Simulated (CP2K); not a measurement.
Two runs for the C K edge of 2-mercaptoimidazole. Run A: CP2K XAS_TDP, all-electron GAPW, PBEh(45%), aug-cc-pVDZ, TDA, no relativity. Run B differs in one setting.

First lines with a strength over 0.0015. A:

```csv
atom,energy (eV),states,"strength, one atom"
C2 (bonded to 2 N and S),283.74,1,0.0615
,285.37,1,0.0301
,286.58,1,0.0037
,288.15,1,0.0039
,288.49,1,0.0017
"C4 (bonded to C, N and H)",282.58,1,0.0541
,284.69,1,0.0052
,284.78,1,0.0018
,285.18,1,0.0041
,285.73,1,0.0022
"C5 (bonded to C, N and H)",282.75,1,0.0513
,284.62,1,0.0104
,285.41,1,0.0050
,286.44,1,0.0036
,286.54,1,0.0043
```

B:

```csv
atom,energy (eV),states,"strength, one atom"
C2 (bonded to 2 N and S),288.72,1,0.0605
,290.35,1,0.0296
,291.56,1,0.0037
,293.13,1,0.0038
,293.47,1,0.0016
"C4 (bonded to C, N and H)",288.28,1,0.0530
,290.39,1,0.0051
,290.48,1,0.0017
,290.87,1,0.0041
,291.43,1,0.0022
"C5 (bonded to C, N and H)",288.40,1,0.0502
,290.27,1,0.0102
,291.06,1,0.0049
,292.09,1,0.0035
,292.19,1,0.0042
```

**Question.** Which was it: the functional, the basis, GW2X switched on, scalar relativity switched on?

GW2X switched on. GW2X shifts an atom's lines together and keeps their spacings. Against PBEh(45%) in aug-cc-pVDZ, the leading lines move by +4.98 eV (C2, to 288.72), +5.70 eV (C4, to 288.28) and +5.65 eV (C5, to 288.40).

[Banner, clock and machine lines of the logs are left out without a mark of their own.]

[Logs are printed without paths, hosts, clocks, repeated set-up lines and the standing remarks that a program may print on its own settings, such as how far it seeks lower states.]

[Hosts, paths, dates, database ids (printed as entryN), source tags and the programs' standing remarks are cut or masked in the printed files.]
